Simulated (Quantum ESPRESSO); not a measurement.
# Gap and tunnelling decay at a withheld lattice constant: MgO, rock salt type

Method. Quantum ESPRESSO 7.5 (pw.x, pwcond.x with ikind = 0), PBE, GBRV ultrasoft, cubic crystals. κ is the slowest decay along [001] at mid-gap among three points across the current.

| a (Å) | gap on the mesh (eV) | κ (1/Å) |
| --- | --- | --- |
| 4.004 | 6.394 | 0.409 |
| 4.132 | 5.349 | 0.362 |
| 4.388 | 3.662 | 0.278 |
| 4.516 | 2.985 | 0.239 |

One more run was made and is withheld. What are gap and κ at a = 4.260 Å?

By hand: A line through the rows at 4.132 and 4.388 Å gives a gap of 5.349 + 0.500 × (3.662 − 5.349) = 4.51 eV and κ = 0.320 1/Å. The two-band model κ = 0.5123 √(m* E_g/4) needs m* = 0.373 at 4.132 Å; with that mass and the new gap, κ = 0.332 1/Å.

**Check.** The gap is 4.445 eV and κ = 0.318 1/Å. The line misses the gap by +0.060 eV and κ by +0.6 %; the two-band estimate misses κ by +4.5 %.

Caveats: The structure type is imposed. Local and semilocal gaps and decay constants are too small; no spin-orbit coupling. For an indirect gap m* is a fitting number alone.
